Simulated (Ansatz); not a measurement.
# Convergence of a linear-scaling basis for amorphous Si (76 atoms)

Aim: test how closely localised support functions follow the reference on amorphous Si (76 atoms), and at what cost. A setting counts as converged where the r.m.s. difference of forces stays under 1 % of the r.m.s. force.

Calculated with Ansatz 0.2.0; Kohn-Sham DFT, PBE, PAW (set soft_2), plane waves.

**Experiments to compare with.** Si-Si coordination number quoted from the high-resolution X-ray diffraction study of Laaziri et al (as quoted in “Relationship between diffraction peak, network topology, and amorphous-forming ability in silicon and silica”, 2021, PMC8590056): number of Si about Si 3.9.

**1. Starting point**

The cell holds 76 atoms: 76 Si. Cell: a = 11.660 Å, b = 11.660 Å, c = 11.660 Å, α = 90.0°, β = 90.0°, γ = 90.0°. 76 atoms (76 Si) placed at random at 2.24 g/cm³, melted at 2500 K for 10 ps at fixed volume with the modified Tersoff potential (Kumagai, Izumi, Hara and Sakai, Comput. Mater. Sci. 39, 457 (2007)). Quenched from 2500 K to 100 K at 50 K/ps and fixed volume, annealed at 700 K for 50 ps, held 5 ps, then minimised at fixed cell.

What the set-up can't give: The quench rate of 50 K/ps is orders of magnitude faster than experiment, which tends to freeze in extra defects. The starting topology of bonds comes from the classical model, and needn't be the one that DFT or experiment would give. The Brillouin zone is sampled at Γ only, in a cell whose shortest periodic width is 12 Å.

**2. Plane-wave single point**

The first run uses the default basis; a harder plane-wave run follows as the reference for the support functions.

Input file input.yaml:

```yaml
crystal:
  lattice:
    - [11.6597, 0.0, 0.0]
    - [0.0, 11.6597, 0.0]
    - [0.0, 0.0, 11.6597]
  atoms:
    - { symbol: Si, position: [0.85202, 0.8858, 0.23826] }
    - { symbol: Si, position: [0.79083, 0.18368, 0.2091] }
    - { symbol: Si, position: [0.68373, 0.27191, 0.95416] }
    - { symbol: Si, position: [0.98452, 0.37497, 0.37721] }
    - { symbol: Si, position: [0.89866, 0.82166, 0.05024] }
    - { symbol: Si, position: [0.78322, 0.77888, 0.54401] }
    - { symbol: Si, position: [0.07832, 0.68312, 0.39723] }
    - { symbol: Si, position: [0.2153, 0.88086, 0.96605] }
    - { symbol: Si, position: [0.03884, 0.51787, 0.51288] }
    - { symbol: Si, position: [0.0348, 0.17204, 0.00271] }
    - { symbol: Si, position: [0.72449, 0.69652, 0.87048] }
    - { symbol: Si, position: [0.29861, 0.09381, 0.26478] }
    - { symbol: Si, position: [0.40261, 0.63616, 0.89582] }
    - { symbol: Si, position: [0.85763, 0.68452, 0.71039] }
    - { symbol: Si, position: [0.57104, 0.49904, 0.52895] }
    - { symbol: Si, position: [0.62487, 0.10942, 0.59172] }
    - { symbol: Si, position: [0.49855, 0.57622, 0.18829] }
    - { symbol: Si, position: [0.27192, 0.48469, 0.9319] }
    - { symbol: Si, position: [0.47886, 0.93846, 0.77967] }
    - { symbol: Si, position: [0.45933, 0.99472, 0.5831] }
    - { symbol: Si, position: [0.21641, 0.71469, 0.65792] }
    - { symbol: Si, position: [0.46498, 0.14421, 0.80991] }
    - { symbol: Si, position: [0.80904, 0.96261, 0.93245] }
    - { symbol: Si, position: [0.04228, 0.75951, 0.75956] }
    - { symbol: Si, position: [0.11711, 0.56198, 0.03903] }
    - { symbol: Si, position: [0.80875, 0.38934, 0.26997] }
    - { symbol: Si, position: [0.6314, 0.8766, 0.90256] }
    - { symbol: Si, position: [0.93776, 0.08933, 0.48332] }
    - { symbol: Si, position: [0.49606, 0.87132, 0.42318] }
    - { symbol: Si, position: [0.69463, 0.35674, 0.43927] }
    - { symbol: Si, position: [0.1192, 0.01122, 0.55011] }
    - { symbol: Si, position: [0.26352, 0.80266, 0.16055] }
    - { symbol: Si, position: [0.18688, 0.82965, 0.48688] }
    - { symbol: Si, position: [0.37508, 0.44677, 0.48269] }
    - { symbol: Si, position: [0.22131, 0.50913, 0.60849] }
    - { symbol: Si, position: [0.56705, 0.20222, 0.42171] }
    - { symbol: Si, position: [0.19473, 0.38538, 0.77025] }
    - { symbol: Si, position: [0.60135, 0.70042, 0.49033] }
    - { symbol: Si, position: [0.8713, 0.02579, 0.75133] }
    - { symbol: Si, position: [0.54685, 0.88259, 0.08515] }
    - { symbol: Si, position: [0.29331, 0.11792, 0.56972] }
    - { symbol: Si, position: [0.65217, 0.24985, 0.74863] }
    - { symbol: Si, position: [0.33676, 0.51728, 0.29283] }
    - { symbol: Si, position: [0.06438, 0.74582, 0.96015] }
    - { symbol: Si, position: [0.09576, 0.32884, 0.21099] }
    - { symbol: Si, position: [0.29778, 0.3318, 0.22769] }
    - { symbol: Si, position: [0.8593, 0.22667, 0.73189] }
    - { symbol: Si, position: [0.42695, 0.72402, 0.07743] }
    - { symbol: Si, position: [0.05594, 0.96184, 0.73434] }
    - { symbol: Si, position: [0.80817, 0.5994, 0.25217] }
    - { symbol: Si, position: [0.88471, 0.48607, 0.66301] }
    - { symbol: Si, position: [0.17975, 0.62928, 0.22654] }
    - { symbol: Si, position: [0.93462, 0.06498, 0.28529] }
    - { symbol: Si, position: [0.49468, 0.20108, 0.99857] }
    - { symbol: Si, position: [0.83095, 0.14505, 0.0145] }
    - { symbol: Si, position: [0.99117, 0.375, 0.80633] }
    - { symbol: Si, position: [0.80462, 0.4215, 0.05806] }
    - { symbol: Si, position: [0.27233, 0.19211, 0.76019] }
    - { symbol: Si, position: [0.7852, 0.98448, 0.57281] }
    - { symbol: Si, position: [0.00204, 0.38583, 0.01854] }
    - { symbol: Si, position: [0.586, 0.55457, 0.85806] }
    - { symbol: Si, position: [0.5752, 0.45737, 0.0366] }
    - { symbol: Si, position: [0.6452, 0.88702, 0.26419] }
    - { symbol: Si, position: [0.81258, 0.63463, 0.0458] }
    - { symbol: Si, position: [0.10369, 0.12672, 0.19145] }
    - { symbol: Si, position: [0.87008, 0.28442, 0.53095] }
    - { symbol: Si, position: [0.15736, 0.0637, 0.87732] }
    - { symbol: Si, position: [0.6188, 0.09418, 0.26287] }
    - { symbol: Si, position: [0.36657, 0.24282, 0.42031] }
    - { symbol: Si, position: [0.63289, 0.67817, 0.29262] }
    - { symbol: Si, position: [0.38833, 0.3638, 0.04785] }
    - { symbol: Si, position: [0.8898, 0.74104, 0.37274] }
    - { symbol: Si, position: [0.31149, 0.89816, 0.33642] }
    - { symbol: Si, position: [0.46108, 0.06266, 0.1376] }
    - { symbol: Si, position: [0.66977, 0.44841, 0.70121] }
    - { symbol: Si, position: [0.32818, 0.80442, 0.81206] }
kpoints:
  mp_grid: { grid: [1, 1, 1] }
hamiltonian:
  xc: pbe
scf:
  occupations: { method: fermi_dirac, width: 0.025 }
output:
  forces: true
  stress: true
  populations: intrinsic
  dos:
    method: { smearing: { sigma: 0.15 } }
    de: 0.1
    projected: { site_lists: { Si: [Si] } }
  eigenvalues: true
  write_density: true
  write_potential: true
  volumetric_format: npy
  elf: true
```

Command:

```sh
$ ansatz run input.yaml --threads 4 --pin off --max-ram 8192MiB --backend cpu --events-out ev --progress --plain --runs-dir out
```

Numbers of over 12 decimals in the logs are rounded to 6 here.

Output:

```text
Engine: ansatz 0.2.0, aarch64-unknown-linux-gnu
Pseudopotentials: kind: paw
Pseudopotential: Si, paw, valence charge 4, recommended cutoff 420 eV (normal), Si.paw.azcp
[... 5 lines on functional and potentials left out ...]
Crystal: 76 atoms, lattice volume = 1585.120 Å³
Basis set: ecut = 420 eV, 31103 PW (Γ), exchange–correlation on 160×160×160 points (8 copies of the dense FFT grid, shifted against one another)
Bands: 228, of which v1, the nominal top of the filled ones, is band 152 counted from 1 (151 counted from 0)
Symmetry: 1 space group operations
Space group: P1 (ITA 1), of the structure as read, at distance tolerance 1.2e-4 Å
k-points: 1
[... 3 lines on functional and potentials left out ...]
Initial density: superposition of atomic densities (neutral atoms: chi_scale 0, normalization atom), corrected by the library's trained network
Initial wavefunctions: pseudopotential atomic-orbital guess
Functional: x = pbe(κ = 0.804, μ = 0.219515), c = pbe(β = 0.066725)
SCF iter   1: F=—  HF=-48300.904946 eV  |F-HF|=—  |Δ(HF+E_count)|=         —  Δρ=4.14e-3  dr2=1.08e0  ethr=1.77e-3  ⟨swp⟩=6.0  Hψ=1059  notcnv=0  defer=34
preconditioner: auto → Resta (q_TF=auto, 2.072 Å⁻¹)  ε∞=5.8  [insulator: Δε(μ)=0.114 eV  Ē_g=7.456 eV  σ=0.025 eV  W_gap=0.81  n_scr=250 (ndim 8)  ℏωp=16.3 eV  f_vac=0.002  D(μ)=13.66/eV (n_scr^D=56)  ε∞_Penn≈5.8]
SCF iter   2: F=—  HF=-48300.796905 eV  |F-HF|=—  |Δ(HF+E_count)|=   1.08e-1  Δρ=1.96e-3  dr2=1.22e-1  ethr=3.56e-4  ⟨swp⟩=1.0  Hψ=263  notcnv=0  defer=59
preconditioner: auto → Kerker (q_TF=auto, 2.072 Å⁻¹)  [metal: Δε(μ)=0.046 eV  Ē_g=7.452 eV  σ=0.025 eV  W_gap=0.43  n_scr=250 (ndim 8)  ℏωp=16.3 eV  f_vac=0.002  D(μ)=33.01/eV (n_scr^D=178)]
SCF iter   3: F=—  HF=-48300.785243 eV  |F-HF|=—  |Δ(HF+E_count)|=   1.17e-2  Δρ=8.35e-4  dr2=2.63e-2  ethr=4.02e-5  ⟨swp⟩=3.0  Hψ=269  notcnv=0  defer=67
SCF iter   4: F=—  HF=-48300.785197 eV  |F-HF|=—  |Δ(HF+E_count)|=   4.60e-5  Δρ=1.89e-4  dr2=1.98e-3  ethr=8.64e-6  ⟨swp⟩=3.0  Hψ=312  notcnv=0  defer=67
SCF iter   5: F=—  HF=-48300.785824 eV  |F-HF|=—  |Δ(HF+E_count)|=   6.27e-4  Δρ=6.78e-5  dr2=3.49e-4  ethr=6.52e-7  ⟨swp⟩=2.0  Hψ=246  notcnv=0  defer=67
SCF iter   6: F=—  HF=-48300.785944 eV  |F-HF|=—  |Δ(HF+E_count)|=   1.20e-4  Δρ=2.41e-5  dr2=5.44e-5  ethr=1.15e-7  ⟨swp⟩=2.0  Hψ=241  notcnv=0  defer=67
SCF iter   7: F=—  HF=-48300.786051 eV  |F-HF|=—  |Δ(HF+E_count)|=   1.07e-4  Δρ=9.17e-6  dr2=6.94e-6  ethr=1.79e-8  ⟨swp⟩=2.0  Hψ=308  notcnv=0  defer=67
SCF iter   8: F=—  HF=-48300.786054 eV  |F-HF|=—  |Δ(HF+E_count)|=   3.04e-6  Δρ=3.20e-6  dr2=7.78e-7  ethr=2.28e-9  ⟨swp⟩=3.0  Hψ=314  notcnv=0  defer=67
SCF iter   9: F=—  HF=-48300.786055 eV  |F-HF|=—  |Δ(HF+E_count)|=   3.03e-7  Δρ=1.15e-6  dr2=1.24e-7  ethr=2.56e-10  ⟨swp⟩=2.0  Hψ=244  notcnv=0  defer=67
SCF iter  10: F=-48300.786055 eV  HF=-48300.786055 eV  |F-HF|=2.24e-9  |Δ(HF+E_count)|=   3.24e-8  Δρ=4.25e-7  dr2=1.29e-8  ethr=3.29e-11  ⟨swp⟩=19.0  Hψ=2044  notcnv=0
SCF 1 converged in 10 iterations: F = -48300.786055 eV  dr2 = 1.29e-8
  greatest PAW one-centre occupation: 0.665 electrons in one spin orbital (limit 2), on the Si atom at site 44 (counted from 0), in its partial waves of l = 0
SCF converged after 10 iterations
Free energy (F): -48300.786055 eV
Harris-Foulkes:  -48300.786055 eV  (|F-HF|=2.24e-9)
Internal energy: -48300.724085 eV  (E = F + TS)
E sigma→0 (E₀):  -48300.755070 eV
Entropy (-TS):   -0.061970 eV (-0.815 meV/atom)
Fermi energy:    5.889689 eV
--- Per-component energies (eV) ---
  E_band       = 266.200541
  E_kinetic    = 3019.246079
  E_local      = -2627.403757  (includes V_loc(G=0)·N_el)
  E_nonlocal   = 1958.156878
  E_hartree    = 809.357037
  E_xc         = -4174.961013
  E_vxc        = -3526.270789  (∫ρ·V_xc dr)
  E_paw        = -38958.268304  (= ΣΔE_a)
  E_vpaw       = -176.242160  (= ΣTr[D̂ρ^β])
  E_aug_tail   = 0.000485  (compensation charges beyond the density's cutoff)
  E_ewald      = -8326.851490
  E_smearing   = -0.061970  (= −TS)
  E_closure    = -0.000000  (closes the sum)
  Σ components = -48300.786055   (vs F -48300.786055, Δ=0.00e0)
--- Forces (eV/Å), atoms counted from 1 ---
  atom   1  Si     0.23560330     0.08531245     0.42253311
  atom   2  Si     0.15385671    -0.03133656     0.12265320
  atom   3  Si     0.56132890     0.13281410    -0.20691904
  atom   4  Si     0.29253028    -0.03203267     0.28014739
  atom   5  Si    -0.02882060     0.05441818    -0.02060734
  atom   6  Si    -0.11003230    -0.10446658     0.04636092
  atom   7  Si    -0.08635619     0.00693567     0.02498294
  atom   8  Si     0.11048323     0.09433618     0.46331229
  atom   9  Si    -0.05874492     0.09846118    -0.45027223
  atom  10  Si     0.24147455     0.21517152    -0.11692648
  atom  11  Si    -0.20403634     0.06911488     0.11560555
  atom  12  Si    -0.21079400    -0.41768134     0.18658744
  atom  13  Si    -0.05890194     0.07939935    -0.02626348
  atom  14  Si     0.06757458    -0.01079108    -0.08062375
[...]
atom  75  Si    -0.38066385    -0.23797046    -0.13364837
  atom  76  Si     0.07017923    -0.28616476    -0.15951853
  max |Σ_I F_I| component: 1.45e-5 eV/Å
--- Stress (GPa, compression-positive) ---
       -1.342862       0.580472       0.671817
        0.580472      -0.817188      -0.042277
        0.671817      -0.042277      -0.902772
  P = ⅓ Tr σ = -1.0209 GPa (-10.209 kbar)
--- Band table (eV) ---
  k-point 0: bands = ["-6.1692", "-5.4395", "-5.3361", "-5.3044", [... 212 levels ...], "9.5234", "9.5625", "9.5936", "9.6394", "9.6998", "9.7193", "9.7437", "9.8635", "9.9084", "9.9246", "9.9778", "10.0021"]
--- intrinsic populations: 76 sites ---
  site symbol       q [e]
     0     Si      3.9693
     1     Si      4.0262
     2     Si      4.0433
[...]
75     Si      4.0184
  spilling = 0.000000 (of n_electrons = 304.000000)
```

The job ended after 14 s (4 threads of Arm Neoverse V2, shared host; peak memory 1.4 GiB; 51 s of CPU time).

The column dr2 measures how far the density is from self-consistency, as an energy; F and HF (Harris–Foulkes) agree once it is small.

The run gave:

```
free energy                             : -48300.7861 eV
free energy per atom                    : -635.5367 eV/atom
SCF cycles                              : 10
pressure                                : -1.021 GPa
r.m.s. force component                  : 0.2243 eV/Å
longest force                           : 0.6956 eV/Å
Fermi energy                            : 5.89 eV
levels partly filled by over 2 per cent : 2
```

The r.m.s. force component of 0.22 eV/Å sets the scale for the differences below.

**3. Plane waves at 750 eV (750 eV)**

The grid of the support functions holds more waves than the default cutoff, so they are judged against a harder plane-wave run.

input.yaml, the sections that differ from step 2:

```yaml
output:
  forces: true
  eigenvalues: true
basis:
  ecutwfc: "750 eV"
# crystal, kpoints, hamiltonian, scf: as in step 2
```

Output:

```text
[...]
Crystal: 76 atoms, lattice volume = 1585.120 Å³
Basis set: ecut = 750 eV, 73885 PW (Γ), exchange–correlation on 216×216×216 points (8 copies of the dense FFT grid, shifted against one another)
Bands: 228, of which v1, the nominal top of the filled ones, is band 152 counted from 1 (151 counted from 0)
Symmetry: 1 space group operations
[...]
k-points: 1
[...]
SCF iter   1: F=—  HF=-48300.921340 eV  |F-HF|=—  |Δ(HF+E_count)|=         —  Δρ=4.14e-3  dr2=1.08e0  ethr=1.77e-3  ⟨swp⟩=6.0  Hψ=1059  notcnv=0  defer=37
[...]
SCF iter   9: F=—  HF=-48300.803385 eV  |F-HF|=—  |Δ(HF+E_count)|=   3.03e-7  Δρ=1.12e-6  dr2=1.18e-7  ethr=2.55e-10  ⟨swp⟩=2.0  Hψ=244  notcnv=0  defer=67
SCF iter  10: F=-48300.803385 eV  HF=-48300.803385 eV  |F-HF|=1.92e-9  |Δ(HF+E_count)|=   2.92e-8  Δρ=4.28e-7  dr2=1.28e-8  ethr=3.29e-11  ⟨swp⟩=15.0  Hψ=1442  notcnv=0
SCF 1 converged in 10 iterations: F = -48300.803385 eV  dr2 = 1.28e-8
[...]
SCF converged after 10 iterations
Free energy (F): -48300.803385 eV
[...]
Internal energy: -48300.741415 eV  (E = F + TS)
E sigma→0 (E₀):  -48300.772400 eV
Entropy (-TS):   -0.061970 eV (-0.815 meV/atom)
Fermi energy:    5.889624 eV
[...]
Σ components = -48300.803385   (vs F -48300.803385, Δ=0.00e0)
--- Forces (eV/Å), atoms counted from 1 ---
  atom   1  Si     0.23564189     0.08522944     0.42258359
  atom   2  Si     0.15385594    -0.03142466     0.12260804
  atom   3  Si     0.56130993     0.13263325    -0.20693858
  atom   4  Si     0.29247332    -0.03201697     0.28011113
[...]
atom  76  Si     0.07022797    -0.28623529    -0.15943134
  max |Σ_I F_I| component: 1.17e-5 eV/Å
--- Band table (eV) ---
[...]
```

Elapsed: 19 s, on 4 threads; peak memory 2.8 GiB; 76 s of CPU time.

Forces differ from the reference by 0.063 meV/Å r.m.s., 0.028 % of their size, well within a tolerance of 1 %; the energy by -0.23 meV/atom. It took 19 s and 10 cycles; the reference's time can't be set against it, since the two runs asked for unlike analyses.

**4. Support functions medium**

With localised support functions most steps grow linearly with size, though the diagonalisation grows faster unless the density matrix is cut; this run measures error and cost at this size. Besides, the program derives a nominal cutoff of 420 eV for this run, against the reference's 750.

This step: Kohn-Sham DFT, PBE, PAW (set soft_2), localised support functions (medium) (Ansatz 0.2.0).

input.yaml, the sections that differ from step 3:

```yaml
scf:
  occupations: { method: fermi_dirac, width: 0.025 }
  eigensolver: { kind: { support_functions: { accuracy: medium } } }
  max_iter: 150
# crystal, kpoints, hamiltonian, output: as in step 3
# basis: removed
```

Output:

```text
Warning: scf.eigensolver.kind.support_functions: disabling space-group detection — the functions' gradient is summed over unrotated k-points, so no spatial operation reduces the k-mesh or symmetrises the density; time reversal is kept, so that k and −k are solved as one point where they differ and the mesh holds both, and exact exchange and, on two spinor components, a DFT+U term hold to it where the run has them: [...]
settings of this run that can trade accuracy for cost: scf.eigensolver.kind.support_functions [...]
[...]
Crystal: 76 atoms, lattice volume = 1585.120 Å³
Basis set: ecut = 420 eV, 31103 PW (Γ), exchange–correlation on 160×160×160 points (8 copies of the dense FFT grid, shifted against one another)
Bands: 183, of which v1, the nominal top of the filled ones, is band 152 counted from 1 (151 counted from 0)
Symmetry: 1 space group operations
k-points: 1
[...]
SCF iter   1: F=—  HF=-48286.676365 eV  |F-HF|=—  |Δ(HF+E_count)|=         —  Δρ=3.54e-2  dr2=2.49e1  ethr=1.00e-1
[...]
SCF iter  10: F=—  HF=-48300.792025 eV  |F-HF|=—  |Δ(HF+E_count)|=   1.23e-3  Δρ=1.13e-5  dr2=6.20e-6  ethr=1.50e-8  κ⁻¹=9.0e-7(r=7)
SCF iter  11: F=-48300.792960 eV  HF=-48300.792960 eV  |F-HF|=1.57e-7  |Δ(HF+E_count)|=   9.35e-4  Δρ=3.98e-6  dr2=8.17e-7  ethr=2.04e-9
SCF 1 converged in 11 iterations: F = -48300.806457 eV  dr2 = 8.17e-7
[...]
SCF converged after 11 iterations
Stability not checked: this state was not tested for a lower state beside it, because the mixer in use, unlike msr1, does not test its closes by its own steps (another_mixer; see scf.mixing.algorithm and scf.lower_state_search)
Free energy (F): -48300.806457 eV
[...]
Internal energy: -48300.744506 eV  (E = F + TS)
E sigma→0 (E₀):  -48300.775482 eV
Entropy (-TS):   -0.061951 eV (-0.815 meV/atom)
Fermi energy:    5.889779 eV
[...]
Σ components = -48300.806457   (vs F -48300.806457, Δ=0.00e0)
--- Forces (eV/Å), atoms counted from 1 ---
  atom   1  Si     0.23555941     0.08536218     0.42273236
  atom   2  Si     0.15390146    -0.03119784     0.12266221
  atom   3  Si     0.56150425     0.13249647    -0.20686540
  atom   4  Si     0.29206006    -0.03206680     0.28001184
[...]
atom  76  Si     0.07019671    -0.28586826    -0.15943800
  max |Σ_I F_I| component: 7.95e-4 eV/Å
--- Band table (eV) ---
[...]
```

It took 40 s on 4 threads; peak memory 1.9 GiB.

The program notes that the band table was not solved further than the SCF left it and it switched symmetry off.

Keys that differ from the reference: basis.ecutwfc removed, support_functions.accuracy = "medium" and scf.max_iter = 150.

Forces differ from the reference by 0.17 meV/Å r.m.s., 0.077 % of their size, well within a tolerance of 1 %. It took 2.1 times the reference's time (shared host, so rough). The two runs also began from different starting densities, which bears on cycles and time.

(Continued in part 2 of 3.)

[Logs are printed without paths, hosts, clocks, repeated set-up lines and the standing remarks that a program may print on its own settings, such as how far it seeks lower states.]

[Hosts, paths, dates, database ids (printed as entryN), source tags and the programs' standing remarks are cut or masked in the printed files.]
